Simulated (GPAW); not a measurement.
# Screening of a field by Si/Hf(0001), part 2 of 2

Wanted: the out-of-plane polarisability of Si/Hf(0001).

GPAW 26.7.0; GPAW, PAW setups; slab in vacuum, relaxation (the session's first sound run).

So far. Step 5 (Field on): The dipole is now -0.105 e Å, against -0.038 in the run without a field.

## 8. In a field

File run.py:

```python
import json
import numpy as np
from ase import Atoms
from gpaw import GPAW, PW
from gpaw.external import ConstantElectricField

slab = Atoms(
    ['Hf', 'Hf', 'Hf', 'Hf', 'Si'],
    positions=[
        [3.20000, 1.84752, 7.00000],
        [0.00000, 0.00000, 9.53120],
        [3.20000, 1.84456, 12.15543],
        [-0.00000, 0.00101, 14.63548],
        [1.60000, 0.93145, 16.84202]],
    cell=[[3.2, 0.0, 0.0], [1.6, 2.77128, 0.0], [0.0, 0.0, 24.13486]],
    pbc=[True, True, False])

slab.calc = GPAW(mode=PW(400), xc='PBE', kpts={'size': (11, 11, 1), 'gamma': True},
                 occupations={'name': 'fermi-dirac', 'width': 0.1}, nbands='200%',
                 convergence={'density': 1e-05}, maxiter=200,
                 poissonsolver={'dipolelayer': 'xy'},
                 external=ConstantElectricField(0.1, [0, 0, 1]),
                 symmetry={'tolerance': 1e-3}, txt='slab.txt')
result = {}
energy = slab.get_potential_energy()
fermi = slab.calc.get_fermi_level()
v = slab.calc.get_electrostatic_potential().mean((0, 1)) - fermi
n = slab.calc.get_pseudo_density().mean((0, 1))
L = slab.cell[2, 2]
z = np.arange(len(v)) * L / len(v)
low, high = slab.positions[:, 2].min(), slab.positions[:, 2].max()
below, above = np.interp([low - 4.8, high + 4.8], z, v)
slopes = [np.interp(x, z, np.gradient(v, z)) for x in (low - 4.8, high + 4.8)]
eps = np.array([[slab.calc.get_eigenvalues(k, s) for k in range(len(slab.calc.get_ibz_k_points()))]
                for s in range(slab.calc.get_number_of_spins())]) - fermi
top, bottom = eps[eps < 0].max(), eps[eps > 0].min()
dipole = slab.get_dipole_moment()[2]
print(f'energy {energy:.4f} eV, Fermi level {fermi:.4f} eV, dipole {dipole:.5f} e A')
print(f'potential 4.8 A off the faces, from the Fermi level: lower {below:.4f} eV, upper {above:.4f} eV')
print(f'slope of the potential there: lower {slopes[0]:.5f}, upper {slopes[1]:.5f} eV/A')
print(f'nearest levels on the mesh: {top:.4f} and {bottom:.4f} eV')
print('magnetic moment', round(slab.get_magnetic_moment(), 3))
result.update(energy=energy, fermi=fermi, dipole=dipole, below=below, above=above, slopes=slopes, edges=[top, bottom],
              z=z.tolist(), v=v.tolist(), n=n.tolist(), positions=slab.positions.tolist(),
              forces=slab.get_forces(apply_constraint=False).tolist(), moments=slab.get_magnetic_moments().tolist())
json.dump(result, open('result.json', 'w'))
```

Launch:

```console
$ OMP_NUM_THREADS=1 OPENBLAS_NUM_THREADS=1 python run.py
```

It took 5.5 min on 1 thread of Arm Neoverse V1, shared host; peak memory 0.46 GiB.

The dipole is now 0.0299 e Å, against -0.038 in the run without a field.

## 9. Field on

run.py, as its differences from that of step 8:

```diff
@@ -21,3 +21,3 @@
                  poissonsolver={'dipolelayer': 'xy'},
-                 external=ConstantElectricField(0.1, [0, 0, 1]),
+                 external=ConstantElectricField(0.2, [0, 0, 1]),
                  symmetry={'tolerance': 1e-3}, txt='slab.txt')
```

It took 6.3 min on 1 thread; peak memory 0.46 GiB.

The dipole is now 0.0973 e Å, against -0.038 in the run without a field.

## 10. In a field

run.py, as its differences from that of step 9:

```diff
@@ -21,3 +21,3 @@
                  poissonsolver={'dipolelayer': 'xy'},
-                 external=ConstantElectricField(0.2, [0, 0, 1]),
+                 external=ConstantElectricField(0.3, [0, 0, 1]),
                  symmetry={'tolerance': 1e-3}, txt='slab.txt')
```

It took 6.2 min on 1 thread; peak memory 0.46 GiB.

The electrostatic potential energy of an electron (without an applied field's), less the Fermi level, planar mean by z:

```
z (Å)  electrostatic potential energy of an electron (without an applied field's), less the Fermi level, planar mean (eV)
  0.0                                                                                                                4.94
  0.5                                                                                                                6.62
  1.0                                                                                                                6.62
  1.5                                                                                                                6.62
  2.0                                                                                                                6.62
  2.5                                                                                                                6.62
  3.0                                                                                                                6.61
  3.5                                                                                                                6.58
  4.0                                                                                                                6.51
  4.5                                                                                                                6.29
  5.0                                                                                                                5.70
  5.5                                                                                                                4.10
  6.0                                                                                                             -0.0610
  6.5                                                                                                               -10.6
  7.0                                                                                                               -21.3
  7.5                                                                                                               -10.5
  8.0                                                                                                              -0.483
  8.5                                                                                                              -0.301
  9.0                                                                                                               -9.88
  9.5                                                                                                               -21.7
 10.0                                                                                                               -12.2
 10.5                                                                                                               -1.63
 11.0                                                                                                              -0.182
 11.5                                                                                                               -7.44
 12.0                                                                                                               -21.0
 12.5                                                                                                               -16.5
 13.0                                                                                                               -4.06
 13.5                                                                                                               -1.45
 14.0                                                                                                               -8.55
 14.5                                                                                                               -22.1
 15.0                                                                                                               -16.8
 15.5                                                                                                               -4.73
 16.0                                                                                                               -2.90
 16.5                                                                                                               -10.7
 17.0                                                                                                               -14.1
 17.5                                                                                                               -4.04
 18.0                                                                                                                1.20
 18.5                                                                                                                2.73
 19.0                                                                                                                3.13
 19.5                                                                                                                3.23
 20.0                                                                                                                3.25
 20.5                                                                                                                3.26
 21.0                                                                                                                3.26
 21.5                                                                                                                3.26
 22.0                                                                                                                3.26
 22.5                                                                                                                3.26
 23.0                                                                                                                3.26
 23.5                                                                                                                3.26
 24.0                                                                                                                4.28
```

The dipole is now 0.165 e Å, against -0.038 in the run without a field.

## 11. The series

The members are put on one axis.

This step: induced dipole against applied field (GPAW 26.7.0).

The dipole along the normal by field:

```
field (V/Å)  dipole along the normal (e·Å)
     -0.200                         -0.172
     -0.100                         -0.105
     -0.050                        -0.0711
      0.000                        -0.0379
      0.050                       -0.00382
      0.100                         0.0299
      0.200                         0.0973
      0.300                          0.165
```

## 12. Results

```
work function, upper and lower face            : 5.135 and 4.369 eV
dipole along the normal                        : -0.0379 e Å
induced dipole per field                       : 0.674 e Å per V/Å
out-of-plane polarisability per area, α/(ε0 A) : 13.7 Å
```

What this shows: The field induces 0.674 e Å per V/Å, a polarisable thickness α/(ε0 A) of 13.7 Å beside 9.84 Å between the outermost nuclei. A perfect conductor would give the distance between its two image planes; a dielectric of thickness t gives t(1 - 1/ε). The two faces differ by 0.77 eV, the step that the slab's dipole makes (e p/(ε0 A) gives 0.77 eV), so the dipole layer is needed. The induced dipole is linear in the field over this range. The cell of 8.87 Å² holds one Si, started on one chosen site; other sites and coverages weren't tried. The in-plane lattice was kept as typed, which isn't the functional's own and leaves some strain; spin-orbit coupling and temperature are left out.

[Logs are printed without paths, hosts, clocks, repeated set-up lines and the standing remarks that a program may print on its own settings, such as how far it seeks lower states.]

[Hosts, paths, dates, database ids (printed as entryN), source tags and the programs' standing remarks are cut or masked in the printed files.]
